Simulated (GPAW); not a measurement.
**Local fields in the dielectric function of BP (F-43m)**

What do local fields and a kernel do to the response of BP (F-43m)?

Calculated with GPAW 26.7.0; PBE and many-body steps on it, plane waves.

### Step 1. The starting structure

Symmetry: F-43m, No. 216, cubic system. Conventional cell: a = 4.538 Å, b = 4.538 Å, c = 4.538 Å, α = 90.00°, β = 90.00°, γ = 90.00°. Nearest to B lie 4 P at 1.97 Å. Nearest to P lie 4 B at 1.97 Å. Farther neighbours are not listed.

Coordinates:

```cif
data_structure
_symmetry_space_group_name_H-M 'P 1'
_symmetry_Int_Tables_number 1
_cell_length_a 3.2089
_cell_length_b 3.2089
_cell_length_c 3.2089
_cell_angle_alpha 60.000
_cell_angle_beta 60.000
_cell_angle_gamma 60.000
_cell_volume 23.36
loop_
_atom_site_label
_atom_site_type_symbol
_atom_site_fract_x
_atom_site_fract_y
_atom_site_fract_z
_atom_site_occupancy
B1 B 0.00000 0.00000 0.00000 1
P2 P 0.25000 0.25000 0.25000 1
```

The cell and positions come from the Crystallography Open Database and are kept as given unless a step says otherwise.

### Step 2. Empty states on the mesh, 12×12×12 mesh, 31 bands

This step: GPAW 26.7.0; DFT, PBE, plane waves, PAW.

The sums over transitions need many empty states on a uniform mesh; this step solves for them.

run.py

```python
import json
import numpy as np
from gpaw.mpi import world
from gpaw import GPAW

calc = GPAW('gs.gpw').fixed_density(kpts={'size': (12, 12, 12), 'gamma': True},
    nbands=37,
    convergence={'bands': 31},
    txt='nscf.txt')
calc.write('full.gpw', mode='all')
res = {}
kpts = calc.get_ibz_k_points()
res['kpts'] = kpts
res['eigenvalues'] = [calc.get_eigenvalues(kpt=k) for k in range(len(kpts))]
res['n_electrons'] = calc.get_number_of_electrons()

if world.rank == 0:
    with open('result.json', 'w') as f:
        json.dump(res, f, default=lambda x: x.tolist())
```

Command:

```
$ mpirun -n 4 gpaw python run.py
```

Numbers of over 12 decimals in the logs are rounded to 6 here.

The program printed:

```text
Diagonalizing LCAO Hamiltonian
Converting LCAO to pw mode
convergence criteria:
- Maximum integral of absolute [eigenst]ate change: 4e-08 eV^2 / valence electron
maximum number of iterations: 100

SCF iterations
|iter     |     time |      energy | eigst |  dens |
|iter:   1|  |             | +3.92 |       |
|iter:   2|  |             | +2.29 |       |
|iter:   3|  |             | +0.70 |       |
[...]
|iter:  12|  |             | -6.65 |       |
|iter:  13|  |             | -7.16 |       |
|iter:  14|  |             | -7.64c|       |
SCF steps: 14
  __  _  _
 | _ |_)|_||  |
 |__||  | ||/\| - 26.7.0

Input parameters:
  mode=PW(ecut=600.0),
  convergence={'bands': 31},
  gpts=array([20, 20, 20]),
  kpts=MonkhorstPack(size=(12, 12, 12), gamma=True),
  maxiter=100,
  nbands=37,
  occupations=Occupations(name='fermi-dirac', width=0.001, fixmagmom=False),
  parallel={},
  xc=XC(name='PBE')
# Writing to full.gpw (mode='all')
  [... matrices ...]

timing:  # [seconds]
  Total: 0.070  # ━━━━━━━━━━━━━━━━━━━━━━━━━━━━━━━━━━━━━━━━━━━━━━━━━━━━━━━━━━━
```

Elapsed: 16 s, on 4 MPI ranks of Intel Xeon Platinum 8259CL at 2.50GHz (Skylake/Cascade Lake), shared host; peak memory 0.68 GiB.

Numbers from this step:

- gap: 1.240 eV
- k of the valence top: 0, 0, 0
- k of the conduction bottom: 0.4167, 0.4167, 0
- least direct gap: 3.405 eV
- k points computed: 72
- lowest point of the top converged band, above the valence top: 50.2074 eV

On this mesh the gap is 1.240 eV.

### Step 3. RPA response

The response function is computed on a frequency grid, with local fields up to the given cutoff.

This step: linear response, RPA, on PBE, plane waves, PAW.

run.py

```python
import json
import numpy as np
from gpaw.mpi import world
from gpaw.response.df import DielectricFunction

df = DielectricFunction('full.gpw',
    ecut=50,
    nbands=31,
    eta=0.2,
    frequencies={'type': 'nonlinear', 'domega0': 0.05, 'omega2': 10.0},
    intraband=False,
    txt='df.txt')
res = {'optical': {}, 'eels': []}
for d in 'x':
    y0, y = df.get_dielectric_function(direction=d, xc='RPA', filename=None)
    res['optical'][d] = [y0.real, y0.imag, y.real, y.imag]
res['w'] = df.get_frequencies()
for q_c in [[0.0833333333, 0, 0], [0.25, 0, 0], [0.5, 0, 0], [0.75, 0, 0], [1.25, 0, 0]]:
    res['eels'].append(df.get_eels_spectrum(q_c=q_c, xc='RPA', filename=None))

if world.rank == 0:
    with open('result.json', 'w') as f:
        json.dump(res, f, default=lambda x: x.tolist())
```

Command:

```
$ mpirun -n 4 gpaw python run.py
```

The program printed:

```text
Using integrator: PointIntegrator
NonLinearFrequencyDescriptor(from 0.000 to 73.126 eV, 364 points)
Nonperiodic BCs:  [False False False]
Using integrator: PointIntegrator
NonLinearFrequencyDescriptor(from 0.000 to 73.126 eV, 364 points)
Nonperiodic BCs:  [False False False]

Calculating chi0 body with:
    Ground state adapter containing:
    Number of spins: 1
    Number of kpoints: 1728
    Number of irreducible kpoints: 72
    Number of completely occupied states: 4
    Number of partially occupied states: 4
    Occupied states memory: 0.48828125 M / cpu

    Linear response parametrization:
    q_c: [0.0, 0.0, 0.0]
    Number of frequency points: 364
    Planewave cutoff: 50.0
    Number of bands: 31
    Number of planewaves: 15
    Broadening (eta): 0.2
    comm.size: 4
    kncomm.size: 4
    blockcomm.size: 1

    Memory estimate of potentially large arrays:
        chi0_wGG: 1.249695 M / cpu
Integrating chi0 body.

Symmetries of q_c:
    Direct symmetries (Uq -> q): 24
    Indirect symmetries (TUq -> q): 24
In total 48 allowed symmetries.

  [... matrices ...]
72 groups of equivalent kpoints. 95.833333% reduction.

Integral kind: spectral function

Calculating chi0 optical extensions with:
    Ground state adapter containing:
    Number of spins: 1
    Number of kpoints: 1728
    Number of irreducible kpoints: 72
    Number of completely occupied states: 4
    Number of partially occupied states: 4
    Occupied states memory: 0.48828125 M / cpu

    Linear response parametrization:
    Number of frequency points: 364
    Planewave cutoff: 50.0
    Number of bands: 31
    Number of planewaves: 15
    Broadening (eta): 0.2
Integrating chi0 head and wings.

Symmetries of q_c:
    Direct symmetries (Uq -> q): 24
    Indirect symmetries (TUq -> q): 24
In total 48 allowed symmetries.

  [... matrices ...]
72 groups of equivalent kpoints. 95.833333% reduction.

Integral kind: spectral function wings

Calculating chi0 body with:
    Ground state adapter containing:
    Number of spins: 1
    Number of kpoints: 1728
    Number of irreducible kpoints: 72
    Number of completely occupied states: 4
    Number of partially occupied states: 4
    Occupied states memory: 0.48828125 M / cpu

    Linear response parametrization:
    q_c: [0.0833333333, 0.0, 0.0]
    Number of frequency points: 364
    Planewave cutoff: 50.0
    Number of bands: 31
    Number of planewaves: 15
    Broadening (eta): 0.2
    comm.size: 4
    kncomm.size: 4
    blockcomm.size: 1

    Memory estimate of potentially large arrays:
        chi0_wGG: 1.249695 M / cpu
Integrating chi0 body.

Symmetries of q_c:
    Direct symmetries (Uq -> q): 6
    Indirect symmetries (TUq -> q): 0
In total 6 allowed symmetries.

  [... matrices ...]
364 groups of equivalent kpoints. 78.935185% reduction.

Integral kind: spectral function

[... 4 further calls ...]
```

It took 17 s on 4 MPI ranks; peak memory 0.91 GiB.

This step gave:

```
ε at zero frequency           : 8.961
the same without local fields : 9.438
```

The static value is 8.96.

The ε₂ has structure finer than the step of the table below, so its rows give means over 2 eV, whole bins alone (the curve runs from 0 to 39.8 eV). Peaks (eV: height): xx, no local fields 5.8: 30.0, 6.8: 21.0; xx, local fields 5.8: 27.8, 6.8: 20.0.

RPA, broadening 0.2 eV. The ε₂ by photon energy; means over each step:

| photon energy (eV) | xx, no local fields | xx, local fields |
| --- | --- | --- |
| 2 | 0.331 | 0.306 |
| 4 | 5.51 | 5.05 |
| 6 | 20.5 | 18.9 |
| 8 | 7.56 | 7.47 |
| 10 | 3.72 | 3.73 |
| 12 | 1.80 | 1.81 |
| 14 | 1.03 | 1.09 |
| 16 | 0.625 | 0.690 |
| 18 | 0.416 | 0.464 |
| 20 | 0.278 | 0.362 |
| 22 | 0.195 | 0.318 |
| 24 | 0.0997 | 0.159 |
| 26 | 0.0912 | 0.100 |
| 28 | 0.0783 | 0.0802 |
| 30 | 0.0757 | 0.0701 |
| 32 | 0.0616 | 0.0563 |
| 34 | 0.0642 | 0.0593 |
| 36 | 0.0585 | 0.0708 |
| 38 | 0.0476 | 0.0518 |

Optical limit, local fields. Table of loss function, xx by energy loss; read off at these points:

| energy loss (eV) | loss function, xx |
| --- | --- |
| 0.0 | 0 |
| 2.0 | 0.00254 |
| 4.0 | 0.0223 |
| 6.0 | 0.0480 |
| 8.0 | 0.0819 |
| 10.0 | 0.127 |
| 12.0 | 0.272 |
| 14.0 | 0.361 |
| 16.0 | 0.581 |
| 18.0 | 1.26 |
| 20.0 | 2.43 |
| 22.0 | 2.97 |
| 23.6 | 5.02 |
| 24.0 | 4.04 |
| 26.0 | 0.915 |
| 28.0 | 0.417 |
| 30.0 | 0.251 |
| 32.0 | 0.170 |
| 34.0 | 0.146 |
| 36.0 | 0.173 |
| 38.0 | 0.106 |

The -Im 1/eps(q) has structure finer than the step of the table below, so its rows give means over 2.5 eV, whole bins alone (the curve runs from 0 to 39.8 eV). Peaks (eV: height): q = 0.200 1/A 23.80: 4.69; q = 0.600 1/A 23.40: 4.60; q = 1.199 1/A 26.00: 1.95; q = 1.799 1/A 33.20: 1.08; q = 2.998 1/A 32.80: 0.312, 37.40: 0.311.

RPA, local fields; q along the first reciprocal vector. -Im 1/eps(q) against energy loss; means over each step:

| energy loss (eV) | q = 0.200 1/A | q = 0.600 1/A | q = 1.199 1/A | q = 1.799 1/A | q = 2.998 1/A |
| --- | --- | --- | --- | --- | --- |
| 2.5 | 0.00509 | 0.00532 | 0.00306 | 0.00184 | 0.00303 |
| 5.0 | 0.0257 | 0.0264 | 0.0201 | 0.0171 | 0.0238 |
| 7.5 | 0.0785 | 0.0521 | 0.0483 | 0.0528 | 0.0632 |
| 10.0 | 0.149 | 0.117 | 0.0950 | 0.110 | 0.0979 |
| 12.5 | 0.248 | 0.248 | 0.167 | 0.152 | 0.112 |
| 15.0 | 0.466 | 0.421 | 0.311 | 0.198 | 0.126 |
| 17.5 | 1.000 | 0.726 | 0.453 | 0.317 | 0.152 |
| 20.0 | 2.29 | 1.40 | 0.646 | 0.440 | 0.170 |
| 22.5 | 3.56 | 3.29 | 1.28 | 0.539 | 0.176 |
| 25.0 | 2.17 | 2.56 | 1.82 | 0.602 | 0.203 |
| 27.5 | 0.558 | 0.858 | 1.60 | 0.812 | 0.226 |
| 30.0 | 0.273 | 0.396 | 1.24 | 0.883 | 0.240 |
| 32.5 | 0.165 | 0.252 | 0.766 | 1.02 | 0.285 |
| 35.0 | 0.161 | 0.211 | 0.405 | 0.874 | 0.285 |
| 37.5 | 0.124 | 0.149 | 0.263 | 0.647 | 0.290 |

### Step 4. ALDA response

This step: linear response, ALDA, on PBE, plane waves, PAW.

Edit run.py of step 3 so:

```diff
@@ -14,7 +14,7 @@
 for d in 'x':
-    y0, y = df.get_dielectric_function(direction=d, xc='RPA', filename=None)
+    y0, y = df.get_dielectric_function(direction=d, xc='ALDA', filename=None)
     res['optical'][d] = [y0.real, y0.imag, y.real, y.imag]
 res['w'] = df.get_frequencies()
-for q_c in [[0.0833333333, 0, 0], [0.25, 0, 0], [0.5, 0, 0], [0.75, 0, 0], [1.25, 0, 0]]:
-    res['eels'].append(df.get_eels_spectrum(q_c=q_c, xc='RPA', filename=None))
+for q_c in [[0.5, 0, 0]]:
+    res['eels'].append(df.get_eels_spectrum(q_c=q_c, xc='ALDA', filename=None))
```

Command:

```
$ mpirun -n 4 gpaw python run.py
```

The program printed:

```text
Using integrator: PointIntegrator
NonLinearFrequencyDescriptor(from 0.000 to 73.126 eV, 364 points)
Nonperiodic BCs:  [False False False]
Using integrator: PointIntegrator
NonLinearFrequencyDescriptor(from 0.000 to 73.126 eV, 364 points)
Nonperiodic BCs:  [False False False]

Calculating chi0 body with:
    Ground state adapter containing:
    Number of spins: 1
    Number of kpoints: 1728
    Number of irreducible kpoints: 72
    Number of completely occupied states: 4
    Number of partially occupied states: 4
    Occupied states memory: 0.48828125 M / cpu

    Linear response parametrization:
    q_c: [0.0, 0.0, 0.0]
    Number of frequency points: 364
    Planewave cutoff: 50.0
    Number of bands: 31
    Number of planewaves: 15
    Broadening (eta): 0.2
    comm.size: 4
    kncomm.size: 4
    blockcomm.size: 1

    Memory estimate of potentially large arrays:
        chi0_wGG: 1.249695 M / cpu
Integrating chi0 body.

Symmetries of q_c:
    Direct symmetries (Uq -> q): 24
    Indirect symmetries (TUq -> q): 24
In total 48 allowed symmetries.

  [... matrices ...]
72 groups of equivalent kpoints. 95.833333% reduction.

Integral kind: spectral function

Calculating chi0 optical extensions with:
    Ground state adapter containing:
    Number of spins: 1
    Number of kpoints: 1728
    Number of irreducible kpoints: 72
    Number of completely occupied states: 4
    Number of partially occupied states: 4
    Occupied states memory: 0.48828125 M / cpu

    Linear response parametrization:
    Number of frequency points: 364
    Planewave cutoff: 50.0
    Number of bands: 31
    Number of planewaves: 15
    Broadening (eta): 0.2
Integrating chi0 head and wings.

Symmetries of q_c:
    Direct symmetries (Uq -> q): 24
    Indirect symmetries (TUq -> q): 24
[...]
(0,0)   1.00000000  0.99910375  yes
      (1,-1)  0.00000000  0.00000000  yes
      (1,0)   0.00000000  0.00000000  yes
[...]
In total: 0.999995 of the surface norm square is covered on average
      In total: 0.999995 of the surface norm square could be covered on average

    RSHE of atom 1
      (l,m)   max weight  avg weight  included
[...]
In total: 0.999982 of the surface norm square is covered on average
      In total: 0.999982 of the surface norm square could be covered on average

  [... matrices ...]

Calculating chi0 body with:
    Ground state adapter containing:
    Number of spins: 1
    Number of kpoints: 1728
    Number of irreducible kpoints: 72
    Number of completely occupied states: 4
    Number of partially occupied states: 4
    Occupied states memory: 0.48828125 M / cpu

    Linear response parametrization:
    q_c: [0.5, 0.0, 0.0]
    Number of frequency points: 364
    Planewave cutoff: 50.0
    Number of bands: 31
    Number of planewaves: 22
    Broadening (eta): 0.2
    comm.size: 4
    kncomm.size: 4
    blockcomm.size: 1

    Memory estimate of potentially large arrays:
        chi0_wGG: 2.688232421875 M / cpu
Integrating chi0 body.

Symmetries of q_c:
    Direct symmetries (Uq -> q): 6
    Indirect symmetries (TUq -> q): 6
In total 12 allowed symmetries.

  [... matrices ...]
189 groups of equivalent kpoints. 89.0625% reduction.

Integral kind: spectral function

Calculating ALDA kernel
Calculating f(G)
    Calculating PAW corrections

    RSHE of atom 0
      (l,m)   max weight  avg weight  included
[...]
[... further lines of this kind ...]
      In total: 0.999995 of the surface norm square is covered on average
      In total: 0.999995 of the surface norm square could be covered on average

    RSHE of atom 1
      (l,m)   max weight  avg weight  included
[...]
(4,-2)  0.00000000  0.00000000  yes
      (4,-1)  0.00000000  0.00000000  yes
      In total: 0.999982 of the surface norm square is covered on average
      In total: 0.999982 of the surface norm square could be covered on average
```

It took 8.3 s on 4 MPI ranks; peak memory 0.9 GiB.

Numbers from this step:

- ε at zero frequency: 9.092
- the same without local fields: 9.438

The static value is 9.09.

### Step 5. RPA response, fewer bands (12×12×12 mesh, 9 bands, screening to 50 eV, broadening 0.2 eV)

This step: linear response, RPA, on PBE, plane waves, PAW.

Edit run.py of step 4 so:

```diff
@@ -7,3 +7,3 @@
     ecut=50,
-    nbands=31,
+    nbands=9,
     eta=0.2,
@@ -14,7 +14,7 @@
 for d in 'x':
-    y0, y = df.get_dielectric_function(direction=d, xc='ALDA', filename=None)
+    y0, y = df.get_dielectric_function(direction=d, xc='RPA', filename=None)
     res['optical'][d] = [y0.real, y0.imag, y.real, y.imag]
 res['w'] = df.get_frequencies()
-for q_c in [[0.5, 0, 0]]:
-    res['eels'].append(df.get_eels_spectrum(q_c=q_c, xc='ALDA', filename=None))
+for q_c in []:
+    res['eels'].append(df.get_eels_spectrum(q_c=q_c, xc='RPA', filename=None))
```

Command:

```
$ mpirun -n 4 gpaw python run.py
```

The program printed:

```text
Using integrator: PointIntegrator
NonLinearFrequencyDescriptor(from 0.000 to 30.884 eV, 272 points)
Nonperiodic BCs:  [False False False]
Using integrator: PointIntegrator
NonLinearFrequencyDescriptor(from 0.000 to 30.884 eV, 272 points)
Nonperiodic BCs:  [False False False]

Calculating chi0 body with:
    Ground state adapter containing:
    Number of spins: 1
    Number of kpoints: 1728
    Number of irreducible kpoints: 72
    Number of completely occupied states: 4
    Number of partially occupied states: 4
    Occupied states memory: 0.48828125 M / cpu

    Linear response parametrization:
    q_c: [0.0, 0.0, 0.0]
    Number of frequency points: 272
    Planewave cutoff: 50.0
    Number of bands: 9
    Number of planewaves: 15
    Broadening (eta): 0.2
    comm.size: 4
    kncomm.size: 4
    blockcomm.size: 1

    Memory estimate of potentially large arrays:
        chi0_wGG: 0.933837890625 M / cpu
Integrating chi0 body.

Symmetries of q_c:
    Direct symmetries (Uq -> q): 24
    Indirect symmetries (TUq -> q): 24
In total 48 allowed symmetries.

  [... matrices ...]
72 groups of equivalent kpoints. 95.833333% reduction.

Integral kind: spectral function

Calculating chi0 optical extensions with:
    Ground state adapter containing:
    Number of spins: 1
    Number of kpoints: 1728
    Number of irreducible kpoints: 72
    Number of completely occupied states: 4
    Number of partially occupied states: 4
    Occupied states memory: 0.48828125 M / cpu

    Linear response parametrization:
    Number of frequency points: 272
    Planewave cutoff: 50.0
    Number of bands: 9
    Number of planewaves: 15
    Broadening (eta): 0.2
Integrating chi0 head and wings.

Symmetries of q_c:
    Direct symmetries (Uq -> q): 24
    Indirect symmetries (TUq -> q): 24
In total 48 allowed symmetries.

  [... matrices ...]
72 groups of equivalent kpoints. 95.833333% reduction.

Integral kind: spectral function wings
```

Elapsed: 5.4 s, on 4 MPI ranks; peak memory 0.61 GiB; 21 s of CPU time.

Numbers from this step:

```yaml
eps_at_zero_frequency: 8.856
the_same_without_local_fields: 9.339
```

### Step 6. RPA response, scissors (12×12×12 mesh, 31 bands, screening to 50 eV, broadening 0.2 eV)

Edit run.py of step 5 so:

```diff
@@ -7,3 +7,3 @@
     ecut=50,
-    nbands=9,
+    nbands=31,
     eta=0.2,
@@ -11,2 +11,3 @@
     intraband=False,
+    eshift=1.5,
     txt='df.txt')
```

Command:

```
$ mpirun -n 4 gpaw python run.py
```

The program printed:

```text
Using integrator: PointIntegrator
NonLinearFrequencyDescriptor(from 0.000 to 73.126 eV, 364 points)
Nonperiodic BCs:  [False False False]
Using integrator: PointIntegrator
NonLinearFrequencyDescriptor(from 0.000 to 73.126 eV, 364 points)
Nonperiodic BCs:  [False False False]

Calculating chi0 body with:
    Ground state adapter containing:
    Number of spins: 1
    Number of kpoints: 1728
    Number of irreducible kpoints: 72
    Number of completely occupied states: 4
    Number of partially occupied states: 4
    Occupied states memory: 0.48828125 M / cpu

[...]
Number of spins: 1
    Number of kpoints: 1728
    Number of irreducible kpoints: 72
    Number of completely occupied states: 4
    Number of partially occupied states: 4
    Occupied states memory: 0.48828125 M / cpu

    Linear response parametrization:
    Number of frequency points: 364
    Planewave cutoff: 50.0
    Number of bands: 31
    Number of planewaves: 15
    Broadening (eta): 0.2
Integrating chi0 head and wings.

Symmetries of q_c:
    Direct symmetries (Uq -> q): 24
    Indirect symmetries (TUq -> q): 24
In total 48 allowed symmetries.

  [... matrices ...]
72 groups of equivalent kpoints. 95.833333% reduction.

Integral kind: spectral function wings
```

It took 6.2 s on 4 MPI ranks; peak memory 0.61 GiB.

This step gave:

- ε at zero frequency: 7.430
- the same without local fields: 7.779

The static value is 7.43.

### Step 7. RPA response, more bands than the file holds (12×12×12 mesh, 93 bands, screening to 30 eV, broadening 0.2 eV)

Edit run.py of step 6 so:

```diff
@@ -6,4 +6,4 @@
 df = DielectricFunction('full.gpw',
-    ecut=50,
-    nbands=31,
+    ecut=30,
+    nbands=93,
     eta=0.2,
@@ -11,3 +11,2 @@
     intraband=False,
-    eshift=1.5,
     txt='df.txt')
```

Command:

```
$ mpirun -n 4 gpaw python run.py
```

The program printed:

```text

--- the script ended with ---
AssertionError: (93, 37)
```

Wall time 13 s (4 MPI ranks); peak memory 0.58 GiB.

The run stopped with an error after 13 s.

The fault put into this input: more bands than the file holds.

### Step 8. The runs together

Times are wall times on 4 MPI ranks of Intel Xeon Platinum 8259CL at 2.50GHz (Skylake/Cascade Lake), shared host, good to a factor of about two.

| run | ε(0) | without local fields | time |
| --- | --- | --- | --- |
| RPA response | 8.96 | 9.44 | 17 s |
| ALDA response | 9.09 | 9.44 | 8.3 s |
| RPA response, fewer bands (12×12×12 mesh, 9 bands, screening to 50 eV, broadening 0.2 eV) | 8.86 | 9.34 | 5.4 s |
| RPA response, scissors (12×12×12 mesh, 31 bands, screening to 50 eV, broadening 0.2 eV) | 7.43 | 7.78 | 6.2 s |

### Step 9. Summary of results

| Property | Result |
| --- | --- |
| RPA response | ε(0) 8.96 |
| ALDA response | ε(0) 9.09 |
| RPA response, fewer bands (12×12×12 mesh, 9 bands, screening to 50 eV, broadening 0.2 eV) | ε(0) 8.86 |
| RPA response, scissors (12×12×12 mesh, 31 bands, screening to 50 eV, broadening 0.2 eV) | ε(0) 7.43 |

**Reading.** In the optical limit the electronic ε(0) is 8.96, against 9.44 without local fields. ALDA response: ε(0) = 9.09. RPA response, fewer bands (12×12×12 mesh, 9 bands, screening to 50 eV, broadening 0.2 eV): ε(0) = 8.86. RPA response, scissors (12×12×12 mesh, 31 bands, screening to 50 eV, broadening 0.2 eV): ε(0) = 7.43. ε(0) converges slowly with a Γ-centred mesh, and this one is not shown settled. Unless a shift is named, the levels are those of the density functional, and only a kernel with a long-range part can bind an exciton.

[Paths, hosts, dates, memory and timing lines, banners, echoed tables and standing remarks are left out of the program output.]

[Logs are printed without paths, hosts, clocks, repeated set-up lines and the standing remarks that a program may print on its own settings, such as how far it seeks lower states.]

[Runs of the session that timed out or met a known fault of the program may be left out.]

[No measured gap is set beside runs whose start may be inverted or whose files or cutoffs have a known fault.]

[Hosts, paths, dates, database ids (printed as entryN), source tags and the programs' standing remarks are cut or masked in the printed files.]
